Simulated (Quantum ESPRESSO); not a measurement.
## How volume moves the moments of CuO (Tenorite)

How does volume change the magnetic state of CuO (Tenorite)?

Main program and level: Quantum ESPRESSO 7.5; PBEsol with U = 6 eV on Cu d (ortho-atomic projectors); plane waves with GBRV 1.5 PBEsol potentials, no spin-orbit coupling.

### 1. The structure

Symmetry: C2/c, No. 15, monoclinic system. Conventional cell: a = 4.684 Å, b = 3.423 Å, c = 5.129 Å, α = 90.00°, β = 99.54°, γ = 90.00°. Cu has 4 O at 1.95 to 1.96 Å nearest. O has 4 Cu at 1.95 to 1.96 Å nearest. Farther neighbours and most contacts between anions are not listed.

The cell comes from the Crystallography Open Database.

### 2. Volume 0.94, ferro ++

All lengths scale alike; the factor is that of the volume. Atoms keep their fractional places. Seeded atoms are those given a starting moment.

pw.in reads:

```
&CONTROL
  calculation = 'scf'
  prefix = 'pwscf'
  outdir = './tmp'
  pseudo_dir = './pseudo'
  disk_io = 'nowf'
  tprnfor = .true.
  tstress = .true.
/
&SYSTEM
  ibrav = 0
  nat = 4
  ntyp = 2
  ecutwfc = 40
  ecutrho = 280
  nbnd = 35
  occupations = 'smearing'
  smearing = 'fd'
  degauss = 0.00367493
  nspin = 2
  starting_magnetization(1) = 0.0526
  starting_magnetization(2) = 0
/
&ELECTRONS
  conv_thr = 8d-09
  electron_maxstep = 150
  mixing_beta = 0.3
/
ATOMIC_SPECIES
Cu     63.5460 cu_pbesol_v1.2.uspp.F.UPF
O      15.9990 o_pbesol_v1.2.uspp.F.UPF
CELL_PARAMETERS angstrom
   2.2940437287   -1.6763657078    0.0000000000
   2.2940437287    1.6763657078    0.0000000000
  -0.8326750593    0.0000000000    4.9546185988
ATOMIC_POSITIONS crystal
Cu      0.0000000000    0.5000000000    0.0000000000
Cu      0.5000000000    0.0000000000    0.5000000000
O       0.5816000000    0.4184000000    0.2500000000
O       0.4184000000    0.5816000000    0.7500000000
K_POINTS automatic
8 8 4 0 0 0
HUBBARD {ortho-atomic}
U Cu-3d 6.0000
```

On the command line:

```
OMP_NUM_THREADS=1 mpirun -n 2 pw.x -nk 2 -in pw.in > pw.out
```

Output:

```text
Program PWSCF v.7.5 starts

     Message from routine setup:
     using ibrav=0 with symmetry is DISCOURAGED, use correct ibrav instead

     K-points division:     npool     =       2
     Subspace diagonalization in iterative solution of the eigenvalue problem:

     bravais-lattice index     =            0
     lattice parameter (alat)  =       5.3692  a.u.
     unit-cell volume          =     257.1623 (a.u.)^3
     number of atoms/cell      =            4
     number of atomic types    =            2
     number of electrons       =        50.00
     number of Kohn-Sham states=           35
     kinetic-energy cutoff     =      40.0000  Ry
     charge density cutoff     =     280.0000  Ry
     scf convergence threshold =      8.0E-09
     mixing beta               =       0.3000
     number of iterations used =            8  plain     mixing
     Exchange-correlation= SLA  PW   PSX  PSC
                           (   1   4  10   8   0   0   0)
     Hubbard projectors: ortho-atomic
     Hubbard parameters of DFT+U (Dudarev formulation) in eV:
     U(Cu-3d) =  6.0000

     Internal variables: lda_plus_u =T, lda_plus_u_kind = 0

     Internal variables: orbital_resolved =F, hub_pot_fix =F, apply_U = F

     celldm(1)=   5.369230  celldm(2)=   0.000000  celldm(3)=   0.000000
     celldm(4)=   0.000000  celldm(5)=   0.000000  celldm(6)=   0.000000

     crystal axes: (cart. coord. in units of alat)
               a(1) = (   0.807400  -0.590005   0.000000 )
               a(2) = (   0.807400   0.590005   0.000000 )
               a(3) = (  -0.293064   0.000000   1.743802 )

     reciprocal axes: (cart. coord. in units 2 pi/alat)
               b(1) = (  0.619272 -0.847451  0.104075 )
               b(2) = (  0.619272  0.847451  0.104075 )
               b(3) = ( -0.000000  0.000000  0.573460 )

     PseudoPot. # 1 for Cu read from file:
     cu_pbesol_v1.2.uspp.F.UPF
     Pseudo is Ultrasoft + core correction, Zval = 19.0

     PseudoPot. # 2 for O  read from file:
     o_pbesol_v1.2.uspp.F.UPF
     Pseudo is Ultrasoft + core correction, Zval =  6.0

     atomic species   valence    mass     pseudopotential
     Cu               19.00    63.54600     Cu( 1.00)
     O                 6.00    15.99900     O ( 1.00)

     Starting magnetic structure
     atomic species   magnetization
     Cu              0.053
     O               0.000

      4 Sym. Ops., with inversion, found ( 2 have fractional translation)

   Cartesian axes

     site n.     atom                  positions (alat units)
         1        Cu     tau(   1) = (   0.4036998   0.2950025   0.0000000  )
         2        Cu     tau(   2) = (   0.2571678  -0.2950025   0.8719008  )
         3        O      tau(   3) = (   0.7341337  -0.0962888   0.4359504  )
         4        O      tau(   4) = (   0.5876017   0.0962888   1.3078513  )

     number of k points=    78  Fermi-Dirac smearing, width (Ry)=  0.0037
                       cart. coord. in units 2pi/alat
        k(    1) = (   0.0000000   0.0000000   0.0000000), wk =   0.0039062
        k(    2) = (   0.0000000   0.0000000   0.1433649), wk =   0.0078125
        k(    3) = (   0.0000000   0.0000000  -0.2867299), wk =   0.0039062
        k(    4) = (   0.0774090   0.1059313   0.0130094), wk =   0.0156250
        k(    5) = (   0.0774090   0.1059313   0.1563743), wk =   0.0156250
        [... 73 further k-points ...]

     Dense  grid:    20373 G-vectors     FFT dimensions: (  30,  30,  54)

     Smooth grid:     8763 G-vectors     FFT dimensions: (  24,  24,  40)

     Check: negative core charge=   -0.000003
     Generating pointlists ...
     new r_m :   0.2774 (alat units)  1.4896 (a.u.) for type    1
     new r_m :   0.2774 (alat units)  1.4896 (a.u.) for type    2

     Initial potential from superposition of free atoms

     starting charge      48.0000, renormalised to      50.0000

     STARTING HUBBARD OCCUPATIONS:

     =================== HUBBARD OCCUPATIONS ===================
     ------------------------ ATOM    1 ------------------------
     Tr[ns(  1)] (up, down, total) =   5.00000  3.00000  8.00000
     Atomic magnetic moment for atom   1 =   2.00000
     [... lines left out ...]
     ------------------------ ATOM    2 ------------------------
     Tr[ns(  2)] (up, down, total) =   5.00000  3.00000  8.00000
     Atomic magnetic moment for atom   2 =   2.00000
     [... lines left out ...]
     Number of occupied Hubbard levels =   16.0000

     Atomic wfc used for Hubbard projectors are orthogonalized

     Starting wfcs are   34 randomized atomic wfcs +    1 random wfcs

     Self-consistent Calculation

     iteration #  1     ecut=    40.00 Ry     beta= 0.30
     Davidson diagonalization with overlap
     ethr =  1.00E-02,  avg # of iterations =  5.5

     =================== HUBBARD OCCUPATIONS ===================
     ------------------------ ATOM    1 ------------------------
     Tr[ns(  1)] (up, down, total) =   4.77092  3.74766  8.51858
     Atomic magnetic moment for atom   1 =   1.02326
     [... lines left out ...]
     ------------------------ ATOM    2 ------------------------
     Tr[ns(  2)] (up, down, total) =   4.77092  3.74766  8.51858
     Atomic magnetic moment for atom   2 =   1.02326
     [... lines left out ...]
     Number of occupied Hubbard levels =   17.0372

     total energy              =    -870.04910828 Ry
     estimated scf accuracy    <       3.62017571 Ry

     total magnetization       =     2.04 Bohr mag/cell
     absolute magnetization    =     2.50 Bohr mag/cell

     iteration #  2     ecut=    40.00 Ry     beta= 0.30
     Davidson diagonalization with overlap
     ethr =  7.24E-03,  avg # of iterations =  2.1

     total energy              =    -871.00554937 Ry
     estimated scf accuracy    <       0.79733501 Ry

     total magnetization       =     1.28 Bohr mag/cell
     absolute magnetization    =     1.35 Bohr mag/cell

     [... further iterations left out ...]

     iteration # 13     ecut=    40.00 Ry     beta= 0.30
     Davidson diagonalization with overlap
     ethr =  3.02E-10,  avg # of iterations =  1.7

     total energy              =    -871.12114044 Ry
     estimated scf accuracy    <       0.00000002 Ry

     total magnetization       =     2.00 Bohr mag/cell
     absolute magnetization    =     2.09 Bohr mag/cell

     iteration # 14     ecut=    40.00 Ry     beta= 0.30
     Davidson diagonalization with overlap
     ethr =  4.75E-11,  avg # of iterations =  1.6

     Magnetic moment per site  (integrated on atomic sphere of radius R)
     atom   1 (R=0.277)  charge= 16.3382  magn=  0.6917
     atom   2 (R=0.277)  charge= 16.3382  magn=  0.6917
     atom   3 (R=0.277)  charge=  5.2982  magn=  0.2852
     atom   4 (R=0.277)  charge=  5.2982  magn=  0.2852

     End of self-consistent calculation

     =================== HUBBARD OCCUPATIONS ===================
     ------------------------ ATOM    1 ------------------------
     Tr[ns(  1)] (up, down, total) =   4.93190  4.26467  9.19657
     Atomic magnetic moment for atom   1 =   0.66724
     [... lines left out ...]
     ------------------------ ATOM    2 ------------------------
     Tr[ns(  2)] (up, down, total) =   4.93190  4.26467  9.19657
     Atomic magnetic moment for atom   2 =   0.66724
     [... lines left out ...]
     Number of occupied Hubbard levels =   18.3931

     Number of k-points >= 100: set verbosity='high' to print the bands.

     the Fermi energy is    12.9210 ev

!    total energy              =    -871.12114048 Ry
     estimated scf accuracy    <          7.7E-09 Ry
     smearing contrib. (-TS)   =      -0.00002870 Ry
     internal energy E=F+TS    =    -871.12111178 Ry

     The total energy is F=E-TS. E is the sum of the following terms:
     one-electron contribution =    -602.80446771 Ry
     hartree contribution      =     330.39059359 Ry
     xc contribution           =     -91.34492225 Ry
     ewald contribution        =    -507.52958682 Ry
     Hubbard energy            =       0.16727141 Ry

     total magnetization       =     2.00 Bohr mag/cell
     absolute magnetization    =     2.09 Bohr mag/cell

     convergence has been achieved in  14 iterations

     Forces acting on atoms (cartesian axes, Ry/au):

     atom    1 type  1   force =    -0.00000000    0.00000000   -0.00000000
     atom    2 type  1   force =     0.00000000    0.00000000    0.00000000
     atom    3 type  2   force =     0.00000000   -0.00978811    0.00000000
     atom    4 type  2   force =     0.00000000    0.00978811   -0.00000000

     Total force =     0.013842     Total SCF correction =     0.000054

     Computing stress (Cartesian axis) and pressure

          total   stress  (Ry/bohr**3)                   (kbar)     P=      166.07
   0.00114755   0.00000000  -0.00008498          168.81        0.00      -12.50
   0.00000000   0.00091544   0.00000000            0.00      134.67        0.00
  -0.00008498  -0.00000000   0.00132374          -12.50       -0.00      194.73

=------------------------------------------------------------------------------=
   JOB DONE.
=------------------------------------------------------------------------------=
```

Wall time 69 s (2 MPI ranks of Arm Neoverse V2, shared host); peak memory 0.31 GiB; 2.3 min of CPU time.

Spin moment in the atom's sphere by atom:

```tsv
atom	spin moment in the atom's sphere (μB)
Cu1	0.692
Cu2	0.692
O3	0.285
O4	0.285
```

This step gave:

```
smearing term TS       : 3.91e-4 eV
pressure               : 16.61 GPa
magnetization          : 1.998 μB
absolute magnetization : 2.086 μB
final state            : ferromagnetic
```

### 3. Volume 0.94, antiferro +-

pw.in reads:

```
&CONTROL
  calculation = 'scf'
  prefix = 'pwscf'
  outdir = './tmp'
  pseudo_dir = './pseudo'
  disk_io = 'nowf'
  tprnfor = .true.
  tstress = .true.
/
&SYSTEM
  ibrav = 0
  nat = 4
  ntyp = 3
  ecutwfc = 40
  ecutrho = 280
  nbnd = 34
  occupations = 'smearing'
  smearing = 'fd'
  degauss = 0.00367493
  nspin = 2
  starting_magnetization(1) = 0.0526
  starting_magnetization(2) = -0.0526
  starting_magnetization(3) = 0
/
&ELECTRONS
  conv_thr = 8d-09
  electron_maxstep = 150
  mixing_beta = 0.3
/
ATOMIC_SPECIES
Cu1    63.5460 cu_pbesol_v1.2.uspp.F.UPF
Cu2    63.5460 cu_pbesol_v1.2.uspp.F.UPF
O      15.9990 o_pbesol_v1.2.uspp.F.UPF
CELL_PARAMETERS angstrom
   2.2940437287   -1.6763657078    0.0000000000
   2.2940437287    1.6763657078    0.0000000000
  -0.8326750593    0.0000000000    4.9546185988
ATOMIC_POSITIONS crystal
Cu1     0.0000000000    0.5000000000    0.0000000000
Cu2     0.5000000000    0.0000000000    0.5000000000
O       0.5816000000    0.4184000000    0.2500000000
O       0.4184000000    0.5816000000    0.7500000000
K_POINTS automatic
8 8 4 0 0 0
HUBBARD {ortho-atomic}
U Cu1-3d 6.0000
U Cu2-3d 6.0000
```

Output:

```text
     [... lines left out ...]
Program PWSCF v.7.5 starts
     [... lines left out ...]
     number of atoms/cell      =            4
     [... lines left out ...]
     number of electrons       =        50.00
     number of Kohn-Sham states=           34
     kinetic-energy cutoff     =      40.0000  Ry
     charge density cutoff     =     280.0000  Ry
     scf convergence threshold =      8.0E-09
     [... lines left out ...]
      2 Sym. Ops., with inversion, found
     [... lines left out ...]
     number of k points=   132  Fermi-Dirac smearing, width (Ry)=  0.0037
     [... lines left out ...]
     iteration # 14     ecut=    40.00 Ry     beta= 0.30
     [... lines left out ...]
     Magnetic moment per site  (integrated on atomic sphere of radius R)
     atom   1 (R=0.277)  charge= 16.3487  magn=  0.6243
     atom   2 (R=0.277)  charge= 16.3487  magn= -0.6243
     atom   3 (R=0.277)  charge=  5.2902  magn= -0.0000
     atom   4 (R=0.277)  charge=  5.2902  magn= -0.0000
     [... lines left out ...]
     Tr[ns(  1)] (up, down, total) =   4.91302  4.30337  9.21639
     [... lines left out ...]
     Tr[ns(  2)] (up, down, total) =   4.30339  4.91303  9.21641
     [... lines left out ...]
     the Fermi energy is    12.8333 ev
!    total energy              =    -871.12968679 Ry
     estimated scf accuracy    <          3.3E-09 Ry
     smearing contrib. (-TS)   =      -0.00000056 Ry
     [... lines left out ...]
     total magnetization       =     0.00 Bohr mag/cell
     absolute magnetization    =     1.62 Bohr mag/cell
     convergence has been achieved in  14 iterations
     [... lines left out ...]
     Total force =     0.013909     Total SCF correction =     0.000021
     [... lines left out ...]
          total   stress  (Ry/bohr**3)                   (kbar)     P=      160.00
     [... lines left out ...]
```

Run time: 1.9 min. Hardware: 2 MPI ranks; peak memory 0.39 GiB; 3.7 min of CPU time.

Spin moment in the atom's sphere by atom:

```tsv
atom	spin moment in the atom's sphere (μB)
Cu1	0.624
Cu2	-0.624
O3	0.000
O4	0.000
```

Read from the output:

| Item | Value |
| --- | --- |
| smearing term TS | 7.66e-6 eV |
| pressure | 16.00 GPa |
| magnetization | 0 μB |
| absolute magnetization | 1.621 μB |
| final state | antiferromagnetic |

(Continued in part 2 of 2.)

[Logs and program files are shortened in this print: banners, set-up blocks, solver, clock and traceback lines can be left out without a mark of their own.]

[Logs are printed without paths, hosts, clocks, repeated set-up lines and the standing remarks that a program may print on its own settings, such as how far it seeks lower states.]

[Hosts, paths, dates, database ids (printed as entryN), source tags and the programs' standing remarks are cut or masked in the printed files.]

[Where a cell is said to come from a database of computed structures, the database is the Materials Project.]
